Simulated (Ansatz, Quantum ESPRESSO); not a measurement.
# Si3Bi (Pm-3m): zone-centre phonons, part 2 of 3

Which modes does Si3Bi (Pm-3m) have at the zone centre?

Quantum ESPRESSO 7.5; DFT LDA, scalar-relativistic, plane waves, PseudoDojo norm-conserving pseudopotentials.

So far. Step 2 (A probe with smearing): No gap opens on this mesh, so smearing is kept; the start stands at 4.8 GPa. Step 4 (Self-consistent run for the response): The cell stands at 0.092 GPa, close enough for phonons. The relaxed cell has a = 4.248 Å (conventional setting).

The structure was built from a prototype and need not be the compound's stable phase.

## (5) Linear response at Γ

At q = 0 one unit cell holds all displacements; symmetry groups them into irreducible representations that are solved one by one. With smeared occupations no response to a homogeneous field can be asked.

The input, ph.in:

```
phonons
&inputph
   prefix = 'x'
   outdir = './tmp'
   fildyn = 'g.dyn'
   tr2_ph = 1.0d-18
   alpha_mix(1) = 0.4
   nmix_ph = 8
/
0.000000000000 0.000000000000 0.000000000000
```

On the command line:

```
> OMP_NUM_THREADS=1 mpirun -n 4 ph.x -nk 4 -in ph.in > ph.out
```

Output:

```text
[banners, grids, parts of the stress and lines that vanish by symmetry left out]
[banner, memory and clock lines left out]
Program PHONON v.7.5

     ./tmp/x.save/

     IMPORTANT: XC functional enforced from input :
     Exchange-correlation= PW
                           (   1   4   0   0   0   0   0)
     Any further DFT definition will be discarded
     Please, verify this is what you really want

     G-vector sticks info

     Reading collected, re-writing distributed wavefunctions in ./tmp/

     Number and degeneracy of irreps per q-point
       N         xq(1)         xq(2)         xq(3)   N irreps
       1   0.000000000   0.000000000   0.000000000       4
        3   3   3   3

     Calculation of q =    0.0000000   0.0000000   0.0000000

     phonons

     bravais-lattice index     =            0
     lattice parameter (alat)  =       8.0268  a.u.
     unit-cell volume          =     517.1665 (a.u.)^3
     number of atoms/cell      =            4
     number of atomic types    =            2
     kinetic-energy cut-off    =      62.0000  Ry
     charge density cut-off    =     248.0000  Ry
     convergence threshold     =      1.0E-18
     beta                      =       0.4000
     number of iterations used =            8
     Exchange-correlation= PW
                           (   1   4   0   0   0   0   0)

     celldm(1)=    8.02682  celldm(2)=    0.00000  celldm(3)=    0.00000
     celldm(4)=    0.00000  celldm(5)=    0.00000  celldm(6)=    0.00000

     crystal axes: (cart. coord. in units of alat)
               a(1) = (  1.0000  0.0000  0.0000 )
               a(2) = (  0.0000  1.0000  0.0000 )
               a(3) = (  0.0000  0.0000  1.0000 )

     reciprocal axes: (cart. coord. in units 2 pi/alat)
               b(1) = (  1.0000  0.0000  0.0000 )
               b(2) = (  0.0000  1.0000  0.0000 )
               b(3) = (  0.0000  0.0000  1.0000 )

     Atoms inside the unit cell:

     Cartesian axes

     site n.  atom      mass           positions (alat units)
        1  Bi    208.9804   tau(    1) = (    0.00000    0.00000    0.00000  )
        2  Si     28.0850   tau(    2) = (    0.00000    0.50000    0.50000  )
        3  Si     28.0850   tau(    3) = (    0.50000    0.00000    0.50000  )
        4  Si     28.0850   tau(    4) = (    0.50000    0.50000    0.00000  )

     Computing dynamical matrix for
                    q = (   0.0000000   0.0000000   0.0000000 )

     49 Sym.Ops. (with q -> -q+G )

     G cutoff =  404.7425  (  34049 G-vectors)     FFT grid: ( 45, 45, 45)

     number of k points=    35  Marzari-Vanderbilt smearing, width (Ry)=  0.0200
                       cart. coord. in units 2pi/alat
        k(    1) = (   0.0000000   0.0000000   0.0000000), wk =   0.0039062
        k(    2) = (   0.0000000   0.0000000   0.1250000), wk =   0.0234375
        k(    3) = (   0.0000000   0.0000000   0.2500000), wk =   0.0234375
        [... further k-points left out ...]

     PseudoPot. # 1 for Bi read from file:
     ./pseudo/Bi.upf
     Pseudo is Norm-conserving + core correction, Zval = 15.0
     Using radial grid of 1454 points,  6 beta functions with:
                l(1) =   0
                l(2) =   0
                l(3) =   1
                l(4) =   1
                l(5) =   2
                l(6) =   2

     PseudoPot. # 2 for Si read from file:
     ./pseudo/Si.upf
     Pseudo is Norm-conserving + core correction, Zval =  4.0
     Using radial grid of 1510 points,  6 beta functions with:
                l(1) =   0
                l(2) =   0
                l(3) =   1
                l(4) =   1
                l(5) =   2
                l(6) =   2

     Mode symmetry, O_h (m-3m)  point group:

     Atomic displacements:
     There are    4 irreducible representations

     Representation     1      3 modes -  To be done

     Representation     2      3 modes -  To be done

     Representation     3      3 modes -  To be done

     Representation     4      3 modes -  To be done

     Alpha used in Ewald sum =   2.4000

     Representation #   1 modes #   1   2   3

     Self-consistent Calculation
      iter #   1   av.it.:   5.4
      thresh= 1.000E-02 alpha_mix =  0.400 |ddv_scf|^2 =  1.148E-07
      iter #   2   av.it.:  13.6
      thresh= 3.389E-05 alpha_mix =  0.400 |ddv_scf|^2 =  2.351E-09
      iter #   3   av.it.:  14.0
      thresh= 4.849E-06 alpha_mix =  0.400 |ddv_scf|^2 =  1.335E-10
      iter #   4   av.it.:  14.0
      thresh= 1.155E-06 alpha_mix =  0.400 |ddv_scf|^2 =  1.386E-11
      iter #   5   av.it.:  14.1
      thresh= 3.723E-07 alpha_mix =  0.400 |ddv_scf|^2 =  1.701E-13
      iter #   6   av.it.:  14.4
      thresh= 4.124E-08 alpha_mix =  0.400 |ddv_scf|^2 =  1.194E-14
      iter #   7   av.it.:  14.4
      thresh= 1.093E-08 alpha_mix =  0.400 |ddv_scf|^2 =  4.296E-16
      iter #   8   av.it.:  14.4
      thresh= 2.073E-09 alpha_mix =  0.400 |ddv_scf|^2 =  1.234E-17
      iter #   9   av.it.:  14.3
      thresh= 3.513E-10 alpha_mix =  0.400 |ddv_scf|^2 =  3.300E-19

     End of self-consistent calculation

     Convergence has been achieved

     Representation #   2 modes #   4   5   6

     Self-consistent Calculation
      iter #   1   av.it.:   3.9
      thresh= 1.000E-02 alpha_mix =  0.400 |ddv_scf|^2 =  2.643E-08
      iter #   2   av.it.:  13.3
      thresh= 1.626E-05 alpha_mix =  0.400 |ddv_scf|^2 =  7.169E-10
      iter #   3   av.it.:  13.9
      thresh= 2.678E-06 alpha_mix =  0.400 |ddv_scf|^2 =  1.048E-10
      iter #   4   av.it.:  13.1
      thresh= 1.024E-06 alpha_mix =  0.400 |ddv_scf|^2 =  1.068E-11
      iter #   5   av.it.:  13.9
      thresh= 3.268E-07 alpha_mix =  0.400 |ddv_scf|^2 =  7.207E-14
[...]
End of self-consistent calculation

     Convergence has been achieved

     Representation #   3 modes #   7   8   9

     Self-consistent Calculation
[...]
End of self-consistent calculation

     Convergence has been achieved

     Representation #   4 modes #  10  11  12

     Self-consistent Calculation
      iter #   1   av.it.:   4.2
      thresh= 1.000E-02 alpha_mix =  0.400 |ddv_scf|^2 =  4.811E-09
      iter #   2   av.it.:  13.4
      thresh= 6.936E-06 alpha_mix =  0.400 |ddv_scf|^2 =  6.068E-10
      iter #   3   av.it.:  13.6
      thresh= 2.463E-06 alpha_mix =  0.400 |ddv_scf|^2 =  3.313E-11
      iter #   4   av.it.:  14.0
      thresh= 5.756E-07 alpha_mix =  0.400 |ddv_scf|^2 =  5.819E-14
      iter #   5   av.it.:  13.8
      thresh= 2.412E-08 alpha_mix =  0.400 |ddv_scf|^2 =  2.044E-14
      iter #   6   av.it.:  14.6
      thresh= 1.430E-08 alpha_mix =  0.400 |ddv_scf|^2 =  6.976E-17
      iter #   7   av.it.:  14.8
      thresh= 8.352E-10 alpha_mix =  0.400 |ddv_scf|^2 =  4.669E-19

     End of self-consistent calculation

     Convergence has been achieved

     Number of q in the star =    1
     List of q in the star:
          1   0.000000000   0.000000000   0.000000000

     Diagonalizing the dynamical matrix

     q = (    0.000000000   0.000000000   0.000000000 )

 **************************************************************************
     freq (    1) =      -5.476379 [THz] =    -182.672339 [cm-1]
     freq (    2) =      -5.476379 [THz] =    -182.672339 [cm-1]
     freq (    3) =      -5.476379 [THz] =    -182.672339 [cm-1]
     freq (    4) =      -1.443114 [THz] =     -48.137087 [cm-1]
     freq (    5) =      -1.443114 [THz] =     -48.137087 [cm-1]
     freq (    6) =      -1.443114 [THz] =     -48.137087 [cm-1]
     freq (    7) =       0.025087 [THz] =       0.836804 [cm-1]
     freq (    8) =       0.025087 [THz] =       0.836804 [cm-1]
     freq (    9) =       0.025087 [THz] =       0.836804 [cm-1]
     freq (   10) =       5.214819 [THz] =     173.947648 [cm-1]
     freq (   11) =       5.214819 [THz] =     173.947648 [cm-1]
     freq (   12) =       5.214819 [THz] =     173.947648 [cm-1]
 **************************************************************************

     Mode symmetry, O_h (m-3m)  point group:

     freq (   1-   3) =       -182.7  [cm-1]   --> T_1u G_15  G_4- I
     freq (   4-   6) =        -48.1  [cm-1]   --> T_2u G_25  G_5-
     freq (   7-   9) =          0.8  [cm-1]   --> T_1u G_15  G_4- I
     freq (  10-  12) =        173.9  [cm-1]   --> T_1u G_15  G_4- I
```

Wall time 6.2 min (4 MPI ranks of Arm Neoverse V2, shared host); 25 min of CPU time.

Read from the output:

| Property | Result |
| --- | --- |
| largest acoustic frequency at the zone centre before the sum rule | 0.84 cm⁻¹ |
| highest optical zone-centre mode (no LO-TO term) | 173.9 cm⁻¹ |
| lowest optical zone-centre mode | -182.7 cm⁻¹ |

The acoustic modes at Γ come out as far as 0.8 cm⁻¹ from zero, where they should vanish, a small numerical error. The lowest optical mode is imaginary, 183i cm⁻¹, an instability at this level and on this k mesh.

## (6) Modes with the sum rule

A rigid shift of the crystal must cost nothing, but grids and finite bases break this; the acoustic sum rule is imposed before the matrix is diagonalised again.

The input, dynmat.in:

```
&input
   fildyn = 'g.dyn'
   asr = 'simple'
   fileig = 'dynmat.eig'
/
```

On the command line:

```
> dynmat.x -in dynmat.in > dynmat.out
```

Output:

```text
[banner, memory and clock lines left out]
Program DYNMAT v.7.5

     Reading Dynamical Matrix from file g.dyn
     ...Force constants read
     ...epsilon and Z* not read (not found on file)
     A direction for q was not specified:TO-LO splitting will be absent

     Polarizability (A^3 units)
     multiply by 1.000000 for Clausius-Mossotti correction
         0.000000    0.000000    0.000000
         0.000000    0.000000    0.000000
         0.000000    0.000000    0.000000

     IR activities are in (D/A)^2/amu units

# mode   [cm-1]    [THz]      IR
    1   -182.67   -5.4764    0.0000
    2   -182.67   -5.4764    0.0000
    3   -182.67   -5.4764    0.0000
    4    -48.18   -1.4443    0.0000
    5    -48.18   -1.4443    0.0000
    6    -48.18   -1.4443    0.0000
    7     -0.00   -0.0000    0.0000
    8      0.00    0.0000    0.0000
    9      0.00    0.0000    0.0000
   10    173.94    5.2146    0.0000
   11    173.94    5.2146    0.0000
   12    173.94    5.2146    0.0000

[end of the log left out, with the tail of the file of modes that dynmat.x writes under the same name]
```

Elapsed: 0.51 s, on 1 thread.

Unit eigenvectors of the mass-weighted matrix after the sum rule; no LO-TO term. Modes at Γ, with each element's share of the kinetic energy (negative means imaginary):

| mode | frequency (cm⁻¹) | Bi % | Si % |
| --- | --- | --- | --- |
| 1 | -182.7 | 6 | 94 |
| 2 | -182.7 | 6 | 94 |
| 3 | -182.7 | 6 | 94 |
| 4 | -48.2 | 0 | 100 |
| 5 | -48.2 | 0 | 100 |
| 6 | -48.2 | 0 | 100 |
| 7 | 0.0 | 71 | 29 |
| 8 | 0.0 | 71 | 29 |
| 9 | 0.0 | 71 | 29 |
| 10 | 173.9 | 22 | 78 |
| 11 | 173.9 | 22 | 78 |
| 12 | 173.9 | 22 | 78 |

Displacements in mode 2 (-182.7 cm⁻¹), the largest set to 1:
```
Bi1  0.00  0.00 -0.10
Si2  0.00  0.00 -0.14
Si3  0.00  0.00 -0.14
Si4  0.00  0.00  1.00
```

Displacements in mode 10 (173.9 cm⁻¹), the largest set to 1:
```
Bi1 -0.28  0.10  0.03
Si2  0.07 -0.35 -0.11
Si3  1.00 -0.02 -0.11
Si4  1.00 -0.35 -0.01
```

The rule moves no optical mode by more than 0.1 cm⁻¹.

## (7) Sum rules set otherwise: a sum rule for molecules or wires on a crystal

This rule also removes rotations, which suits wires and not a crystal; it is tried to see the harm.

The input, dynmat.in:

```
&input
   fildyn = 'g.dyn'
   asr = 'one-dim'
   fileig = 'dynmat.eig'
/
```

On the command line:

```
> dynmat.x -in dynmat.in > dynmat.out
```

Output:

```text
[banner, memory and clock lines left out]
Program DYNMAT v.7.5

     Reading Dynamical Matrix from file g.dyn
     ...Force constants read
     ...epsilon and Z* not read (not found on file)
asr rotation axis in 1D system=    3
     Acoustic Sum Rule: || Z*(ASR) - Z*(orig)|| =    0.000000E+00
     Acoustic Sum Rule: ||dyn(ASR) - dyn(orig)||=    1.018174E-01
     A direction for q was not specified:TO-LO splitting will be absent

     Polarizability (A^3 units)
     multiply by 1.000000 for Clausius-Mossotti correction
         0.000000    0.000000    0.000000
         0.000000    0.000000    0.000000
         0.000000    0.000000    0.000000

     IR activities are in (D/A)^2/amu units

# mode   [cm-1]    [THz]      IR
    1   -182.67   -5.4763    0.0000
    2   -182.67   -5.4763    0.0000
    3   -152.53   -4.5728    0.0000
    4    -48.14   -1.4431    0.0000
    5    -48.14   -1.4431    0.0000
    6     -0.00   -0.0000    0.0000
    7     -0.00   -0.0000    0.0000
    8      0.00    0.0000    0.0000
    9      0.00    0.0000    0.0000
   10    173.94    5.2146    0.0000
   11    173.94    5.2146    0.0000
   12    190.64    5.7153    0.0000

[end of the log left out, with the tail of the file of modes that dynmat.x writes under the same name]
```

Wall time 0.5 s (1 thread).

The run ended normally, but on settings that are not sound.

The fault: a sum rule for molecules or wires on a crystal; 1 optical mode is projected out to zero frequency, as if it were a rotation.

For a crystal the rule has to be 'simple' or 'crystal'.

Zone-centre frequencies as printed; negative means imaginary. Modes:

| mode | frequency (cm⁻¹) |
| --- | --- |
| 1 | -182.7 |
| 2 | -182.7 |
| 3 | -152.5 |
| 4 | -48.14 |
| 5 | -48.14 |
| 6 | 0 |
| 7 | 0 |
| 8 | 0 |
| 9 | 0 |
| 10 | 173.9 |
| 11 | 173.9 |
| 12 | 190.6 |

(Part 2 of 3 ends here.)

[Host names and launcher messages were left out of these logs when they were recorded.]

[Logs are printed without paths, hosts, clocks, repeated set-up lines and the standing remarks that a program may print on its own settings, such as how far it seeks lower states.]

[Hosts, paths, dates, database ids (printed as entryN), source tags and the programs' standing remarks are cut or masked in the printed files.]
